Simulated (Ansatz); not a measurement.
# Starting-point dependence of the GW gap of CsPbBr3 (Pm-3m)

Aim: G0W0 for CsPbBr3 (Pm-3m) on several starting functionals, at one mesh, band count and screening cutoff.

Main program and level: Ansatz 0.2.0; G0W0 on several functionals, plane waves, PAW.

In doubt: masses and optical values from hybrid runs of this build are listed as unsure (steps 3, 4), which bears on the screening that GW takes from such a start.

## (1) The structure

It takes space group Pm-3m (No. 221, cubic). Conventional cell: a = 5.870 Å, b = 5.870 Å, c = 5.870 Å, α = 90.00°, β = 90.00°, γ = 90.00°. Nearest to Cs lie 12 Br at 4.15 Å. Pb has 6 Br at 2.94 Å nearest. Nearest to Br lie 2 Pb at 2.94 Å and 4 Cs at 4.15 Å. Farther neighbours and most contacts between anions are not listed.

Coordinates:

```cif
data_structure
_symmetry_space_group_name_H-M 'Pm-3m'
_symmetry_Int_Tables_number 221
_cell_length_a 5.8700
_cell_length_b 5.8700
_cell_length_c 5.8700
_cell_angle_alpha 90.000
_cell_angle_beta 90.000
_cell_angle_gamma 90.000
_cell_volume 202.26
loop_
_atom_site_label
_atom_site_type_symbol
_atom_site_symmetry_multiplicity
_atom_site_Wyckoff_symbol
_atom_site_fract_x
_atom_site_fract_y
_atom_site_fract_z
_atom_site_occupancy
Cs1 Cs 1 a 0.00000 0.00000 0.00000 1
Pb1 Pb 1 b 0.50000 0.50000 0.50000 1
Br1 Br 3 c 0.00000 0.50000 0.50000 1
```

The cell and positions come from the Crystallography Open Database and are kept as given unless a step says otherwise. Spin-orbit coupling is left out unless a step names it.

## (2) G0W0 on PBE

G0W0 replaces the xc potential by the self-energy, built once from these orbitals. Only a window of levels is corrected, while the sums run over the empty bands that the input names. This step takes PAW set soft_1 files.

This step: G0W0 on PBE, plane waves, PAW; PAW set soft_1.

input.yaml reads:

```yaml
crystal:
  lattice:
    - [5.87, 0.0, 0.0]
    - [0.0, 5.87, 0.0]
    - [0.0, 0.0, 5.87]
  atoms:
    - { symbol: Cs, position: [0.0, 0.0, 0.0] }
    - { symbol: Pb, position: [0.5, 0.5, 0.5] }
    - { symbol: Br, position: [0.0, 0.5, 0.5] }
    - { symbol: Br, position: [0.5, 0.0, 0.5] }
    - { symbol: Br, position: [0.5, 0.5, 0.0] }
kpoints:
  mp_grid: { grid: [4, 4, 4] }
hamiltonian:
  xc: pbe
  pseudopotentials: { kind: paw, azcp: { folder: soft_1 } }
scf:
  occupations: { method: fixed }
gw:
  n_empty_bands: 1018
  ecut_chi: 170.0
  qp_bands: [v2, c2]
  qp_kpoints: band_edges
  screening: { model: contour_deformation }
```

Command:

```console
> ansatz run input.yaml --threads 2 --pin off --max-ram 73728MiB --backend cuda --events-out ev --progress --plain --runs-dir out --devices 1 --max-vram 13GiB
```

Numbers of over 12 decimals in the logs are rounded to 6 here.

What it wrote:

```text
GPUs: using 1 of 1 available (devices: 1).
Engine: ansatz 0.2.0, x86_64-unknown-linux-gnu
Pseudopotentials: kind: paw
Pseudopotential: Cs, paw, valence charge 9, recommended cutoff 420 eV (normal), soft_1/Cs.paw.azcp
Pseudopotential: Pb, paw, valence charge 14, recommended cutoff 420 eV (normal), soft_1/Pb.paw.azcp
Pseudopotential: Br, paw, valence charge 7, recommended cutoff 420 eV (normal), soft_1/Br.paw.azcp
Functional definition: PBE
  parameter kappa = 0.804
  parameter beta = 0.066725
  exchange = pbe_x(kappa = kappa, mu = beta*pi^2/3)
  correlation = pbe_c(beta = beta)
device memory: the entry about to start is reckoned to put 1.1 GiB on a device that reports 55.4 GiB free (of which the cap on the GPU budget leaves the run 13.0 GiB)
GPU FFT provider: cuFFT
GPU libraries: cuBLAS 13.8.2, cuFFT 12.4.0, cuSOLVER 12.3.4
Crystal: 5 atoms, lattice volume = 202.262 Å³
Basis set: ecut = 420 eV, 3911 PW (Γ)
Bands: 27, of which v1, the nominal top of the filled ones, is band 22 counted from 1 (21 counted from 0)
Symmetry: 48 space group operations
Space group: Pm-3m (ITA 221), of the structure as read, at distance tolerance 5.9e-5 Å
k-points: 10 of 64
Non-local potential: Cs, projectors of the file, l = 0: 3, l = 1: 2, l = 2: 2, l = 3: 2
Non-local potential: Pb, projectors of the file, l = 0: 2, l = 1: 2, l = 2: 2, l = 3: 1
Non-local potential: Br, projectors of the file, l = 0: 2, l = 1: 2, l = 2: 2
PAW form: soft (Blöchl's): semilocal exchange-correlation on the pseudo side does not see the compensation charge
PAW one-centre angular grid: Cs, 194 points (default); XC on 64 Gauss nodes
PAW one-centre angular grid: Pb, 590 points (default); XC on 64 Gauss nodes
PAW one-centre angular grid: Br, 110 points (default); XC on 64 Gauss nodes
Initial density: superposition of atomic densities (chi_scale 0.1, normalization cell, long waves kept (reshape's long-wave potential 0.00 eV rms))
Initial wavefunctions: pseudopotential atomic-orbital guess
GPU buffer pool allocated for 64000 grid points (all kernels)
GPU transforms: local potential and band sums: pruned to the plane-wave sphere, on 40×40×40
Functional: x = pbe(κ = 0.804, μ = 0.219515), c = pbe(β = 0.066725)
SCF iter   1: F=—  HF=-25936.774686 eV  |F-HF|=—  |Δ(HF+E_count)|=         —  Δρ=1.93e-2  dr2=1.96e0  ethr=3.10e-3  ⟨swp⟩=4.9  Hψ=1134  notcnv=0  defer=15
preconditioner: auto → Resta (q_TF=auto, 2.116 Å⁻¹)  ε∞=2.9  [insulator: Δε(μ)=1.422 eV  Ē_g=12.319 eV  n_scr=26 (ndim 8)  ℏωp=16.9 eV  f_vac=0.010  ε∞_Penn≈2.9]
SCF iter   2: F=—  HF=-25936.108208 eV  |F-HF|=—  |Δ(HF+E_count)|=   6.66e-1  Δρ=1.01e-2  dr2=6.84e-1  ethr=3.10e-3  ⟨swp⟩=2.6  Hψ=399  notcnv=0  defer=20
SCF iter   3: F=—  HF=-25935.787593 eV  |F-HF|=—  |Δ(HF+E_count)|=   3.21e-1  Δρ=2.59e-3  dr2=1.83e-2  ethr=1.56e-3  ⟨swp⟩=3.5  Hψ=909  notcnv=0  defer=21
SCF iter   4: F=—  HF=-25935.786843 eV  |F-HF|=—  |Δ(HF+E_count)|=   7.50e-4  Δρ=8.25e-4  dr2=2.05e-3  ethr=4.15e-5  ⟨swp⟩=2.6  Hψ=540  notcnv=0  defer=28
SCF iter   5: F=—  HF=-25935.786999 eV  |F-HF|=—  |Δ(HF+E_count)|=   1.56e-4  Δρ=1.84e-4  dr2=6.07e-5  ethr=4.67e-6  ⟨swp⟩=3.4  Hψ=521  notcnv=0  defer=28
SCF iter   6: F=—  HF=-25935.787088 eV  |F-HF|=—  |Δ(HF+E_count)|=   8.93e-5  Δρ=3.58e-5  dr2=3.55e-6  ethr=1.38e-7  ⟨swp⟩=2.0  Hψ=466  notcnv=0  defer=28
SCF iter   7: F=—  HF=-25935.787092 eV  |F-HF|=—  |Δ(HF+E_count)|=   3.75e-6  Δρ=6.54e-6  dr2=1.37e-7  ethr=8.07e-9  ⟨swp⟩=2.1  Hψ=480  notcnv=0  defer=28
SCF iter   8: F=-25935.787092 eV  HF=-25935.787092 eV  |F-HF|=1.23e-8  |Δ(HF+E_count)|=   1.17e-7  Δρ=2.28e-6  dr2=1.30e-8  ethr=2.27e-10  ⟨swp⟩=11.5  Hψ=1234  notcnv=0
SCF 1 converged in 8 iterations: F = -25935.787092 eV  dr2 = 1.30e-8
  greatest PAW one-centre occupation: 0.982 electrons in one spin orbital (limit 2), on the Pb atom at site 1 (counted from 0), in its partial waves of l = 2
device memory: the entry about to start is reckoned to put 1.2 GiB (of the 1.3 GiB reckoned in all, the device holds 0.1 GiB already) on a device that reports 55.2 GiB free (of which the cap on the GPU budget leaves the run 12.9 GiB)
NSCF: frozen V_eff on 10 k-points, pencils in batches of 32, up to order 108
the band table was solved once the SCF had ended and its energy, with any forces and stress, was formed, with the checks that follow a solve (1275 applications of the Hamiltonian). They found nothing against the state; the energy, forces and stress were not computed again (output.eigenvalues in the input reference)
device memory: the entry about to start is reckoned to put 5.7 GiB on a device that reports 53.5 GiB free (of which the cap on the GPU budget leaves the run 13.0 GiB)
NSCF: frozen V_eff on 10 k-points
G₀W₀ screening: q 1/10
[... further progress lines ...]
SCF converged after 8 iterations
Free energy (F): -25935.787092 eV
Harris-Foulkes:  -25935.787092 eV  (|F-HF|=1.23e-8)
Internal energy: -25935.787092 eV  (E = F + TS)
E sigma→0 (E₀):  -25935.787092 eV
Fermi energy:    3.886537 eV
--- Per-component energies (eV) ---
  E_band       = -238.043583
  E_kinetic    = 831.555654
  E_local      = -2554.213510  (includes V_loc(G=0)·N_el)
  E_nonlocal   = 482.324787
  E_hartree    = 946.710628
  E_xc         = -978.319688
  E_vxc        = -604.621055  (∫ρ·V_xc dr)
  E_paw        = -22391.099277  (= ΣΔE_a)
  E_vpaw       = -286.511183  (= ΣTr[D̂ρ^β])
  E_aug_tail   = -0.000013  (compensation charges beyond the density's cutoff)
  E_ewald      = -2272.745672
  E_smearing   = -0.000000  (= −TS)
  E_closure    = -0.000000  (closes the sum)
  Σ components = -25935.787092   (vs F -25935.787092, Δ=0.00e0)
--- Band table (eV; the first three rows and the last of 10) ---
  k-point 0: bands = [... 18 lower, 1.7050, 1.8245, 1.8245, 1.8245, 6.8793, 7.9672, 7.9672, 8.7218, ... 1 higher]
  k-point 1: bands = [... 18 lower, 1.6387, 1.7647, 1.7647, 1.8530, 7.4480, 8.1841, 8.3651, 8.4114, ... 1 higher]
  k-point 2: bands = [... 18 lower, 1.5756, 1.7159, 1.7159, 2.4428, 6.4601, 8.3226, 8.9374, 8.9883, ... 1 higher]
  k-point 9: bands = [... 18 lower, 2.1938, 2.1938, 2.1938, 3.8865, 5.4185, 5.4185, 5.4185, 8.3717, ... 1 higher]
--- G₀W₀: contour deformation, 7 samples at zero and on the imaginary axis and 2 off it, 64 q-points, 1018 empty bands' worth ---
  eigenvalues of the whole cell's RPA ε∞ on this k-mesh (on a slab, of 1 + 4πα/V) = 5.6953, 5.6953, 5.6953; static W/v taken at q = 0 is 0.175583
  gw.qp_kpoints: band_edges: 3 of 10 stored k-points solved, in 1 pass; an edge of the gap read off the rows below is read off those points alone
    valence top: of the k-points left out ik 5 came nearest to being solved in a further pass, in band 22 (counted from 1, as in the quasiparticle table): it holds the edge there only if its correction is more favourable than any solved in that band by at least 0.708 eV; those differ by 0.371 eV
    conduction bottom: of the k-points left out ik 7 came nearest to being solved in a further pass, in band 23 (counted from 1, as in the quasiparticle table): it holds the edge there only if its correction is more favourable than any solved in that band by at least 0.484 eV; those differ by 0.069 eV
    ik  band        ε_KS         Σx   Σc(E_QP)       V_xc       Z   E_QP_lin       E_QP  E_QP is
     0    21      1.8245   -19.2642     2.5738   -15.4344  0.7373     0.5032     0.5686  root
     0    22      1.8245   -19.2642     2.5738   -15.4344  0.7373     0.5032     0.5686  root
     0    23      6.8793    -3.7386    -3.3105    -7.2304  0.8195     7.0613     7.0606  root
     0    24      7.9672    -3.4010    -3.3206    -7.0383  0.8178     8.2859     8.2839  root
     8    21      2.1878   -19.5517     2.5229   -15.7526  0.7416     0.8453     0.9116  root
     8    22      3.3205   -18.9798     0.8435   -17.2148  0.7669     2.3771     2.3991  root
     8    23      5.7008    -8.6212    -3.3632   -12.2346  0.7869     5.9522     5.9510  root
     8    24      5.7008    -8.6212    -3.3632   -12.2346  0.7869     5.9522     5.9510  root
     9    21      2.1938   -19.5708     2.5211   -15.7737  0.7417     0.8515     0.9178  root
     9    22      3.8865   -19.1972     0.5510   -17.7611  0.7719     2.9829     3.0015  root
     9    23      5.4185    -8.1334    -3.3277   -11.6993  0.7909     5.6578     5.6567  root
     9    24      5.4185    -8.1334    -3.3277   -11.6993  0.7909     5.6578     5.6567  root
```

It took 30 s on 1 × NVIDIA H100 80GB HBM3 (shared by 6 runs) with 2 threads of AMD EPYC 7R13 (Zen 3), shared host; peak memory 3.8 GiB.

This step gave:

```yaml
bands_summed: 1040
rpa_eps_infinity_on_this_mesh_eigenvalues: 5.695, 5.695, 5.695
plane_waves_in_the_screening_matrix: 1021
q_points_in_the_mesh: 64
g0w0_gap_on_the_mesh: 2.655 eV
k_of_the_valence_top: -0.5, -0.5, -0.5
k_of_the_conduction_bottom: -0.5, -0.5, -0.5
starting_gap_on_the_mesh: 1.532 eV
z_at_the_valence_top: 0.7719
z_at_the_conduction_bottom: 0.7909
least_direct_g0w0_gap_on_the_computed_points: 2.655 eV
```

The gap on the mesh goes from 1.53 eV to 2.66 eV, a correction of +1.12 eV. Between the two edge states, bare exchange in place of the xc potential would open the gap by 5.00 eV, and correlation takes back 3.88 eV.

## (3) G0W0 on HSE06

The same correction from a different start measures what one shot leaves open.

This step: G0W0 on HSE06, plane waves, PAW; PAW set soft_1.

Edit input.yaml of step 2 so:

```diff
@@ -14,3 +14,3 @@
 hamiltonian:
-  xc: pbe
+  xc: hse06
   pseudopotentials: { kind: paw, azcp: { folder: soft_1 } }
```

What it wrote:

```text
GPUs: using 1 of 1 available (devices: 1).
[...]
davidson cushion auto → on  (no smearing: the cushion is to keep the highest requested band from converging to the state above it; pin scf.eigensolver.cushion to override)
[...]
GPU FFT provider: cuFFT
GPU libraries: cuBLAS 13.8.2, cuFFT 12.4.0, cuSOLVER 12.3.4
Crystal: 5 atoms, lattice volume = 202.262 Å³
Basis set: ecut = 420 eV, 3911 PW (Γ)
Bands: 27, of which v1, the nominal top of the filled ones, is band 22 counted from 1 (21 counted from 0)
[... 1 set-up line as in the run before ...]
[...]
k-points: 10 of 64
[...]
GPU buffer pool allocated for 64000 grid points (all kernels)
[...]
SCF iter   1: F=—  HF=-25936.680369 eV  |F-HF|=—  |Δ(HF+E_count)|=         —  Δρ=1.86e-2  dr2=1.84e0  ethr=1.00e-1  ⟨swp⟩=6.7  Hψ=814  notcnv=0
[...]
SCF iter   5: F=-25935.774787 eV  HF=-25935.774797 eV  |F-HF|=1.04e-5  |Δ(HF+E_count)|=   1.20e-4  Δρ=1.06e-4  dr2=2.59e-5  ethr=1.61e-6  ⟨swp⟩=4.2  Hψ=800  notcnv=0  defer=1
SCF 1 stopped early in 5 iterations: F = -25935.774787 eV  dr2 = 2.59e-5
[...]
GPU FFT provider: cuFFT
GPU libraries: cuBLAS 13.8.2, cuFFT 12.4.0, cuSOLVER 12.3.4
[...]
GPU buffer pool allocated for 64000 grid points (all kernels)
[...]
Internal energy: -25950.033843 eV  (E = F + TS)
E sigma→0 (E₀):  -25950.033843 eV
Fermi energy:    3.513682 eV
[...]
--- Band table (eV; the first three rows and the last of 10) ---
  k-point 0: bands = [... 18 lower, 0.8274, 0.9777, 0.9777, 0.9777, 7.1665, 8.2634]
  k-point 1: bands = [... 18 lower, 0.7636, 0.9108, 0.9108, 1.0737, 7.7506, 8.5516]
  k-point 2: bands = [... 18 lower, 0.7022, 0.8564, 0.8564, 1.8274, 6.7213, 8.6570]
  k-point 9: bands = [... 18 lower, 1.3573, 1.3573, 1.3573, 3.5137, 5.6285, 5.6285]
  guard bands above this table: 3 of the run's 27 bands. The solve was not asked for them (output.publish_guard_bands: true or output.eigenvalues: true publishes all)
[...]
bands read: the sum over 1040 bands ends inside a degenerate multiplet in 2 slots, whose members it reads at an even weight; the widest, k=9: bands 1040 to 1042 (counted from 1) at 1/3 each
[...]
0    21      0.9777   -19.2926     2.1548   -16.3329  0.7723     0.1590     0.1729  root
     0    22      0.9777   -19.2926     2.1548   -16.3329  0.7723     0.1590     0.1729  root
     0    23      7.1665    -3.6277    -3.1410    -6.8806  0.8439     7.2785     7.2783  root
     0    24      8.2634    -3.2390    -3.1093    -6.5642  0.8433     8.4799     8.4793  root
     8    21      1.3516   -19.5572     2.1152   -16.6145  0.7760     0.5101     0.5243  root
     8    22      2.8797   -18.9820     0.6272   -17.6603  0.7985     2.1780     2.1853  root
     8    23      5.9179    -8.3234    -3.2559   -11.8028  0.8148     6.1420     6.1413  root
     8    24      5.9179    -8.3234    -3.2559   -11.8028  0.8148     6.1420     6.1413  root
     9    21      1.3573   -19.5733     2.1142   -16.6323  0.7760     0.5164     0.5305  root
     9    22      3.5137   -19.2065     0.3766   -18.1316  0.8028     2.8086     2.8154  root
     9    23      5.6285    -7.9015    -3.2171   -11.3314  0.8179     5.8418     5.8412  root
     9    24      5.6285    -7.9015    -3.2171   -11.3314  0.8179     5.8418     5.8412  root
[key lines of the parts left out:]
Free energy (F): -25950.033843 eV
```

Run time: 2 min. Hardware: 1 × NVIDIA H100 80GB HBM3 (shared by 6 runs) with 2 threads; peak memory 4.1 GiB; 2.3 min of CPU time.

This step gave:

```yaml
bands_summed: 1040
rpa_eps_infinity_on_this_mesh_eigenvalues: 4.280, 4.280, 4.280
plane_waves_in_the_screening_matrix: 1021
q_points_in_the_mesh: 64
g0w0_gap_on_the_mesh: 3.026 eV
k_of_the_valence_top: -0.5, -0.5, -0.5
k_of_the_conduction_bottom: -0.5, -0.5, -0.5
starting_gap_on_the_mesh: 2.115 eV
z_at_the_valence_top: 0.8028
z_at_the_conduction_bottom: 0.8179
least_direct_g0w0_gap_on_the_computed_points: 3.026 eV
```

Against the run with 4×4×4 mesh, 1018 empty bands, screening to 170 eV, PAW set soft_1 files on PBE, the gap moves by +0.37 eV, while the start moved by +0.58 eV.

## (4) G0W0 on PBE0

This step: G0W0 on PBE0, plane waves, PAW; PAW set soft_1.

Edit input.yaml of step 3 so:

```diff
@@ -14,3 +14,3 @@
 hamiltonian:
-  xc: hse06
+  xc: pbe0
   pseudopotentials: { kind: paw, azcp: { folder: soft_1 } }
```

What it wrote:

```text
GPUs: using 1 of 1 available (devices: 1).
[...]
GPU FFT provider: cuFFT
GPU libraries: cuBLAS 13.8.2, cuFFT 12.4.0, cuSOLVER 12.3.4
Crystal: 5 atoms, lattice volume = 202.262 Å³
Basis set: ecut = 420 eV, 3911 PW (Γ)
Bands: 27, of which v1, the nominal top of the filled ones, is band 22 counted from 1 (21 counted from 0)
[... 1 set-up line as in the run before ...]
[...]
k-points: 10 of 64
[...]
8    23      6.2343    -8.2997    -3.1551   -11.4637  0.8301     6.2433     6.2433  root
     8    24      6.2343    -8.2997    -3.1551   -11.4637  0.8301     6.2433     6.2433  root
     9    21      0.9767   -19.5703     1.9498   -17.0074  0.7940     0.3580     0.3636  root
     9    22      3.2027   -19.2122     0.2912   -18.4241  0.8186     2.7034     2.7058  root
     9    23      5.9391    -7.8844    -3.1178   -11.0040  0.8329     5.9410     5.9410  root
     9    24      5.9391    -7.8844    -3.1178   -11.0040  0.8329     5.9410     5.9410  root
[key lines of the parts left out:]
Free energy (F): -25945.732912 eV
Fermi energy:    3.202733 eV
```

The job ended after 1.9 min (1 × NVIDIA H100 80GB HBM3 (shared by 6 runs) with 2 threads; peak memory 3.9 GiB; 2.2 min of CPU time).

This step gave:

* bands summed: 1040
* RPA ε∞ on this mesh (eigenvalues): 3.761, 3.761, 3.761
* plane waves in the screening matrix: 1021
* G0W0 gap on the mesh: 3.235 eV
* k of the valence top: -0.5, -0.5, -0.5
* k of the conduction bottom: -0.5, -0.5, -0.5
* starting gap on the mesh: 2.736 eV
* least direct G0W0 gap on the computed points: 3.235 eV

Against the run with 4×4×4 mesh, 1018 empty bands, screening to 170 eV, PAW set soft_1 files on HSE06, the gap moves by +0.21 eV, while the start moved by +0.62 eV.

## (5) Side by side

All on the 4×4×4 mesh with 1018 empty bands and screening to 170 eV. Times are wall times on 1 × NVIDIA H100 80GB HBM3 (shared by 6 runs) with 2 threads of AMD EPYC 7R13 (Zen 3), shared host, good to a factor of about two.

```tsv
start	starting gap (eV)	shift (eV)	G0W0 gap (eV)	RPA ε∞ (harmonic mean)	Z (valence, conduction)	time
PBE	1.53	+1.12	2.66	5.70	0.77, 0.79	30 s
HSE06	2.11	+0.91	3.03	4.28	0.80, 0.82	2 min
PBE0	2.74	+0.50	3.24	3.76	0.82, 0.83	1.9 min
```

How the two edges are built up, in eV (the quasiparticle level is the starting level plus Σx plus Σc less Vxc):

```tsv
run	edge	start	Σx	Σc	Vxc	Z	QP
PBE	valence top	3.89	-19.20	0.55	-17.76	0.77	3.00
PBE	conduction bottom	5.42	-8.13	-3.33	-11.70	0.79	5.66
HSE06	valence top	3.51	-19.21	0.38	-18.13	0.80	2.82
HSE06	conduction bottom	5.63	-7.90	-3.22	-11.33	0.82	5.84
PBE0	valence top	3.20	-19.21	0.29	-18.42	0.82	2.71
PBE0	conduction bottom	5.94	-7.88	-3.12	-11.00	0.83	5.94
```

For a hybrid start, Vxc holds its share of exact exchange.

## (6) Outcome

| Property | Result |
| --- | --- |
| G0W0@PBE | 2.66 eV (start 1.53 eV) |
| G0W0@HSE06 | 3.03 eV (start 2.11 eV) |
| G0W0@PBE0 | 3.24 eV (start 2.74 eV) |
| known limits | not at the basis limit; no spin-orbit coupling |

The starting gaps span 1.20 eV and the G0W0 gaps 0.58 eV. Between PBE and PBE0, 0.58 eV of the 1.20 eV survives, 48 %. PBE0 screens less than PBE (ε∞ 3.76 against 5.70). Of the 0.58 eV by which its G0W0 gap is higher, the correlation part gives +0.47 eV, and exchange with the one-particle terms, which follow the orbitals, +0.11 eV. The smallest correction, +0.50 eV, is on PBE0, the start nearest to reproducing itself. Bands and cutoff are finite, so the gap is not at the basis limit. The miss can reach some tenths of an eV and take either sign; the mesh is an error of its own. The program warns that the mesh is coarse for exact exchange, which bears on the hybrid start's gap. Where an edge is built on 6p states of lead, bismuth or thallium, scalar-relativistic gaps usually stand too wide, by a few tenths to over one eV. This is the ideal cubic cell; many perovskites, halides above all, are cubic only on average, and local tilts or off-centring can widen the gap. The many-body steps are scalar-relativistic: spin-orbit coupling is not in them.

[Paths, hosts, dates, memory and timing lines, banners, echoed tables and standing remarks are left out of the program output.]

[Logs are printed without paths, hosts, clocks, repeated set-up lines and the standing remarks that a program may print on its own settings, such as how far it seeks lower states.]

[Runs of the session that timed out or met a known fault of the program may be left out.]

[Cells called generated may have been cut or substituted from an entry of the Crystallography Open Database or the Materials Project.]

[Hosts, paths, dates, database ids (printed as entryN), source tags and the programs' standing remarks are cut or masked in the printed files.]
